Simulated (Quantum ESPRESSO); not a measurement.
**Cobalt: energy against a fixed spin moment**

How stiff is the total moment of Cobalt, and does E(M) have further minima?

Method: PBE; plane waves with GBRV 1.5 PBE potentials, no spin-orbit coupling, in Quantum ESPRESSO 7.5.

**1. The starting structure**

Symmetry: P6_3/mmc, No. 194, hexagonal system. The conventional cell has a = 2.507 Å, b = 2.507 Å, c = 4.070 Å, α = 90.00°, β = 90.00°, γ = 120.00°. Co has 12 Co at 2.50 to 2.51 Å nearest.

The cell comes from the Crystallography Open Database.

**2. The free run**

pw.in

```
&CONTROL
  calculation = 'scf'
  prefix = 'pwscf'
  outdir = './tmp'
  pseudo_dir = './pseudo'
  disk_io = 'nowf'
/
&SYSTEM
  ibrav = 0
  nat = 2
  ntyp = 1
  ecutwfc = 40
  ecutrho = 280
  nbnd = 26
  occupations = 'smearing'
  smearing = 'fd'
  degauss = 0.00367493
  nspin = 2
  starting_magnetization(1) = 0.1176
/
&ELECTRONS
  conv_thr = 4d-09
  electron_maxstep = 150
  mixing_beta = 0.3
/
ATOMIC_SPECIES
Co     58.9332 co_pbe_v1.2.uspp.F.UPF
CELL_PARAMETERS angstrom
   2.5074000000    0.0000000000    0.0000000000
  -1.2537000000    2.1714720974    0.0000000000
   0.0000000000    0.0000000000    4.0699000000
ATOMIC_POSITIONS crystal
Co      0.3333333333    0.6666666667    0.2500000000
Co      0.6666666667    0.3333333333    0.7500000000
K_POINTS automatic
12 12 12 0 0 0
```

The run is started by

```
$ OMP_NUM_THREADS=1 mpirun -n 2 pw.x -nk 2 -in pw.in > pw.out
```

Output:

```text
Program PWSCF v.7.5 starts

     Message from routine setup:
     using ibrav=0 with symmetry is DISCOURAGED, use correct ibrav instead

     K-points division:     npool     =       2
     Subspace diagonalization in iterative solution of the eigenvalue problem:

     G-vector sticks info
     --------------------
     sticks:   dense  smooth     PW     G-vecs:    dense   smooth      PW
     Sum         433     253     85                11825     5191     989

     Using Slab Decomposition

     bravais-lattice index     =            0
     lattice parameter (alat)  =       4.7383  a.u.
     unit-cell volume          =     149.5403 (a.u.)^3
     number of atoms/cell      =            2
     number of atomic types    =            1
     number of electrons       =        34.00
     number of Kohn-Sham states=           26
     kinetic-energy cutoff     =      40.0000  Ry
     charge density cutoff     =     280.0000  Ry
     scf convergence threshold =      4.0E-09
     mixing beta               =       0.3000
     number of iterations used =            8  plain     mixing
     Exchange-correlation= SLA  PW   PBE  PBE
                           (   1   4   3   4   0   0   0)

     celldm(1)=   4.738299  celldm(2)=   0.000000  celldm(3)=   0.000000
     celldm(4)=   0.000000  celldm(5)=   0.000000  celldm(6)=   0.000000

     crystal axes: (cart. coord. in units of alat)
               a(1) = (   1.000000   0.000000   0.000000 )
               a(2) = (  -0.500000   0.866025   0.000000 )
               a(3) = (   0.000000   0.000000   1.623155 )

     reciprocal axes: (cart. coord. in units 2 pi/alat)
               b(1) = (  1.000000  0.577350 -0.000000 )
               b(2) = (  0.000000  1.154701  0.000000 )
               b(3) = (  0.000000 -0.000000  0.616084 )

     PseudoPot. # 1 for Co read from file:
     co_pbe_v1.2.uspp.F.UPF
     Pseudo is Ultrasoft + core correction, Zval = 17.0
     Generated by new atomic code, or converted to UPF format
     Using radial grid of  863 points,  6 beta functions with:
                l(1) =   0
                l(2) =   0
                l(3) =   1
                l(4) =   1
                l(5) =   2
                l(6) =   2
     Q(r) pseudized with  8 coefficients,  rinner =    1.200   1.200   1.200
                                                       1.200   1.200

     atomic species   valence    mass     pseudopotential
     Co               17.00    58.93320     Co( 1.00)

     Starting magnetic structure
     atomic species   magnetization
     Co              0.118

     24 Sym. Ops., with inversion, found (12 have fractional translation)

   Cartesian axes

     site n.     atom                  positions (alat units)
         1        Co     tau(   1) = (  -0.0000000   0.5773503   0.4057889  )
         2        Co     tau(   2) = (   0.5000000   0.2886751   1.2173666  )

     number of k points=   133  Fermi-Dirac smearing, width (Ry)=  0.0037

     Number of k-points >= 100: set verbosity='high' to print them.

     Dense  grid:    11825 G-vectors     FFT dimensions: (  25,  25,  48)

     Smooth grid:     5191 G-vectors     FFT dimensions: (  20,  20,  32)

     Check: negative core charge=   -0.000054
     Generating pointlists ...
     new r_m :   0.4108 (alat units)  1.9467 (a.u.) for type    1

     Initial potential from superposition of free atoms

     starting charge      32.0000, renormalised to      34.0000
     Starting wfcs are   26 randomized atomic wfcs

     Self-consistent Calculation

     iteration #  1     ecut=    40.00 Ry     beta= 0.30
     Davidson diagonalization with overlap
     ethr =  1.00E-02,  avg # of iterations =  4.7

     total energy              =    -593.79823725 Ry
     estimated scf accuracy    <      14.65328218 Ry

     total magnetization       =     2.16 Bohr mag/cell
     absolute magnetization    =     2.20 Bohr mag/cell

     iteration #  2     ecut=    40.00 Ry     beta= 0.30
     Davidson diagonalization with overlap
     ethr =  1.00E-02,  avg # of iterations =  2.3

     total energy              =    -596.86154896 Ry
     estimated scf accuracy    <       0.64086734 Ry

     total magnetization       =     3.13 Bohr mag/cell
     absolute magnetization    =     3.29 Bohr mag/cell

     iteration #  3     ecut=    40.00 Ry     beta= 0.30
     Davidson diagonalization with overlap
     ethr =  1.88E-03,  avg # of iterations =  1.4

     total energy              =    -596.97543539 Ry
     estimated scf accuracy    <       0.00962404 Ry

     total magnetization       =     3.33 Bohr mag/cell
     absolute magnetization    =     3.52 Bohr mag/cell

     [... further iterations left out ...]

     iteration #  8     ecut=    40.00 Ry     beta= 0.30
     Davidson diagonalization with overlap
     ethr =  4.28E-08,  avg # of iterations =  1.6

     total energy              =    -596.97820259 Ry
     estimated scf accuracy    <       0.00000292 Ry

     total magnetization       =     3.39 Bohr mag/cell
     absolute magnetization    =     3.75 Bohr mag/cell

     iteration #  9     ecut=    40.00 Ry     beta= 0.30
     Davidson diagonalization with overlap
     ethr =  8.59E-09,  avg # of iterations =  2.0

     total energy              =    -596.97820404 Ry
     estimated scf accuracy    <       0.00000021 Ry

     total magnetization       =     3.39 Bohr mag/cell
     absolute magnetization    =     3.75 Bohr mag/cell

     iteration # 10     ecut=    40.00 Ry     beta= 0.30
     Davidson diagonalization with overlap
     ethr =  6.30E-10,  avg # of iterations =  2.0

     total energy              =    -596.97820417 Ry
     estimated scf accuracy    <       0.00000002 Ry

     total magnetization       =     3.39 Bohr mag/cell
     absolute magnetization    =     3.75 Bohr mag/cell

     iteration # 11     ecut=    40.00 Ry     beta= 0.30
     Davidson diagonalization with overlap
     ethr =  6.69E-11,  avg # of iterations =  1.5

     Magnetic moment per site  (integrated on atomic sphere of radius R)
     atom   1 (R=0.411)  charge= 15.6083  magn=  1.7774
     atom   2 (R=0.411)  charge= 15.6083  magn=  1.7774

     End of self-consistent calculation

     Number of k-points >= 100: set verbosity='high' to print the bands.

     the Fermi energy is    18.0301 ev

!    total energy              =    -596.97820424 Ry
     estimated scf accuracy    <          4.8E-10 Ry
     smearing contrib. (-TS)   =      -0.00105447 Ry
     internal energy E=F+TS    =    -596.97714977 Ry

     The total energy is F=E-TS. E is the sum of the following terms:
     one-electron contribution =    -313.61468616 Ry
     hartree contribution      =     178.23112691 Ry
     xc contribution           =     -65.34223046 Ry
     ewald contribution        =    -396.25136006 Ry

     total magnetization       =     3.39 Bohr mag/cell
     absolute magnetization    =     3.75 Bohr mag/cell

     convergence has been achieved in  11 iterations

=------------------------------------------------------------------------------=
   JOB DONE.
=------------------------------------------------------------------------------=
```

Wall time 15 s (2 MPI ranks of Intel Xeon 6975P-C (Granite Rapids), shared host); peak memory 0.22 GiB.

Spin moment in the atom's sphere by atom:

```tsv
atom	spin moment in the atom's sphere (μB)
Co1	1.78
Co2	1.78
```

Numbers from this step:

```
smearing term TS       : 0.01435 eV
magnetization          : 3.388 μB
absolute magnetization : 3.754 μB
final state            : ferromagnetic
```

**3. Moment fixed at 0 μB**

The two spin channels are filled to separate Fermi energies, so that the total moment meets the target. Half of the up one less the down one is the slope dE/dM.

Edit pw.in of step 2 so:

```diff
@@ -13,3 +13,3 @@
   ecutrho = 280
-  nbnd = 26
+  nbnd = 27
   occupations = 'smearing'
@@ -18,3 +18,4 @@
   nspin = 2
-  starting_magnetization(1) = 0.1176
+  starting_magnetization(1) = 0.0059
+  tot_magnetization = 0
 /
```

Output:

```text
     [... lines left out ...]
Program PWSCF v.7.5 starts
     [... lines left out ...]
     number of atoms/cell      =            2
     [... lines left out ...]
     number of electrons       =        34.00 (up:  17.00, down:  17.00)
     number of Kohn-Sham states=           27
     kinetic-energy cutoff     =      40.0000  Ry
     charge density cutoff     =     280.0000  Ry
     scf convergence threshold =      4.0E-09
     [... lines left out ...]
     24 Sym. Ops., with inversion, found (12 have fractional translation)
     [... lines left out ...]
     number of k points=   133  Fermi-Dirac smearing, width (Ry)=  0.0037
     [... lines left out ...]
     iteration # 11     ecut=    40.00 Ry     beta= 0.30
     [... lines left out ...]
     Magnetic moment per site  (integrated on atomic sphere of radius R)
     atom   1 (R=0.411)  charge= 15.6153  magn=  0.0000
     atom   2 (R=0.411)  charge= 15.6153  magn=  0.0000
     [... lines left out ...]
     the spin up/dw Fermi energies are    17.8969   17.8969 ev
!    total energy              =    -596.93515203 Ry
     estimated scf accuracy    <          8.4E-11 Ry
     smearing contrib. (-TS)   =      -0.00358603 Ry
     [... lines left out ...]
     total magnetization       =    -0.00 Bohr mag/cell
     absolute magnetization    =     0.00 Bohr mag/cell
     convergence has been achieved in  11 iterations
```

It took 16 s on 2 MPI ranks; peak memory 0.23 GiB.

This step gave:

| Item | Value |
| --- | --- |
| magnetization | 0 μB |
| absolute magnetization | 0 μB |
| half the difference of the two Fermi energies | 0 meV |
| largest moment | 0 μB |

**4. Moment fixed at 0.765 μB**

Edit pw.in of step 3 so:

```diff
@@ -18,4 +18,4 @@
   nspin = 2
-  starting_magnetization(1) = 0.0059
-  tot_magnetization = 0
+  starting_magnetization(1) = 0.0225
+  tot_magnetization = 0.765
 /
```

Output:

```text
     [... lines left out ...]
Program PWSCF v.7.5 starts
     [... lines left out ...]
     number of atoms/cell      =            2
     [... lines left out ...]
     number of electrons       =        34.00 (up:  17.38, down:  16.62)
     number of Kohn-Sham states=           27
     kinetic-energy cutoff     =      40.0000  Ry
     charge density cutoff     =     280.0000  Ry
     scf convergence threshold =      4.0E-09
     [... lines left out ...]
     24 Sym. Ops., with inversion, found (12 have fractional translation)
     [... lines left out ...]
     number of k points=   133  Fermi-Dirac smearing, width (Ry)=  0.0037
     [... lines left out ...]
     iteration # 12     ecut=    40.00 Ry     beta= 0.30
     [... lines left out ...]
     Magnetic moment per site  (integrated on atomic sphere of radius R)
     atom   1 (R=0.411)  charge= 15.6152  magn=  0.4113
     atom   2 (R=0.411)  charge= 15.6152  magn=  0.4113
     [... lines left out ...]
     the spin up/dw Fermi energies are    17.7757   17.9966 ev
!    total energy              =    -596.93826140 Ry
     estimated scf accuracy    <          4.0E-11 Ry
     smearing contrib. (-TS)   =      -0.00375969 Ry
     [... lines left out ...]
     total magnetization       =     0.76 Bohr mag/cell
     absolute magnetization    =     0.90 Bohr mag/cell
     convergence has been achieved in  12 iterations
```

Run time: 18 s. Hardware: 2 MPI ranks; peak memory 0.23 GiB; 34 s of CPU time.

Spin moment in the atom's sphere by atom:

```tsv
atom	spin moment in the atom's sphere (μB)
Co1	0.411
Co2	0.411
```

Numbers from this step:

```yaml
magnetization: 0.765 μB
absolute_magnetization: 0.899 μB
half_the_difference_of_the_two_fermi_energies: -110.5 meV
```

**5. Moment fixed at 1.529 μB**

Edit pw.in of step 4 so:

```diff
@@ -18,4 +18,4 @@
   nspin = 2
-  starting_magnetization(1) = 0.0225
-  tot_magnetization = 0.765
+  starting_magnetization(1) = 0.045
+  tot_magnetization = 1.529
 /
```

Output:

```text
     [... lines left out ...]
Program PWSCF v.7.5 starts
     [... lines left out ...]
     number of atoms/cell      =            2
     [... lines left out ...]
     number of electrons       =        34.00 (up:  17.76, down:  16.24)
     number of Kohn-Sham states=           27
     kinetic-energy cutoff     =      40.0000  Ry
     charge density cutoff     =     280.0000  Ry
     scf convergence threshold =      4.0E-09
     [... lines left out ...]
     24 Sym. Ops., with inversion, found (12 have fractional translation)
     [... lines left out ...]
     number of k points=   133  Fermi-Dirac smearing, width (Ry)=  0.0037
     [... lines left out ...]
     iteration # 12     ecut=    40.00 Ry     beta= 0.30
     [... lines left out ...]
     Magnetic moment per site  (integrated on atomic sphere of radius R)
     atom   1 (R=0.411)  charge= 15.6149  magn=  0.8208
     atom   2 (R=0.411)  charge= 15.6149  magn=  0.8208
     [... lines left out ...]
     the spin up/dw Fermi energies are    17.6495   18.0816 ev
!    total energy              =    -596.94751698 Ry
     estimated scf accuracy    <          1.5E-10 Ry
     smearing contrib. (-TS)   =      -0.00365098 Ry
     [... lines left out ...]
     total magnetization       =     1.53 Bohr mag/cell
     absolute magnetization    =     1.79 Bohr mag/cell
     convergence has been achieved in  12 iterations
```

Run time: 17 s. Hardware: 2 MPI ranks; peak memory 0.23 GiB; 34 s of CPU time.

This step gave:

* magnetization: 1.529 μB
* absolute magnetization: 1.789 μB
* half the difference of the two Fermi energies: -216.1 meV
* largest moment: 0.8208 μB

**6. The curve**

The runs not shown differ in the target, the start and the number of states alone. The point at 3.39 μB is the free run, entered with slope zero.

The energy over the lowest by total spin moment:

```tsv
total spin moment (μB a cell)	energy over the lowest (meV a cell)
0.00	586
0.77	543
1.53	418
2.29	228
3.06	30.0
3.39	0
3.82	115
4.59	688
```

Table of dE/dM by total spin moment:

```tsv
total spin moment (μB a cell)	dE/dM (meV/μB)
0.00	-0.00860
0.77	-110
1.53	-216
2.29	-267
3.06	-152
3.39	0
3.82	444
4.59	1142
```

Table of largest site moment by total spin moment:

```tsv
total spin moment (μB a cell)	largest site moment (μB)
0.00	4.8e-6
0.77	0.411
1.53	0.821
2.29	1.23
3.06	1.62
3.39	1.78
3.82	1.97
4.59	2.27
```

**7. Results**

```yaml
moment_of_the_free_run: 3.39 μB a cell
energy_at_zero_total_moment: 586 meV a cell over the lowest
delta_e_delta_m2_from_the_lowest_point_to_3p82_and_to_3p06_mu_b: 604 and 277 meV/μB²
```

**Reading.** At zero total moment the site moments vanish, so the 586 meV a cell is the energy of forming them. The points show one minimum alone. All runs start parallel; opposed orders may lie lower.

[Logs and program files are shortened in this print: banners, set-up blocks, solver, clock and traceback lines can be left out without a mark of their own.]

[Logs are printed without paths, hosts, clocks, repeated set-up lines and the standing remarks that a program may print on its own settings, such as how far it seeks lower states.]

[Hosts, paths, dates, database ids (printed as entryN), source tags and the programs' standing remarks are cut or masked in the printed files.]

[Where a cell is said to come from a database of computed structures, the database is the Materials Project.]
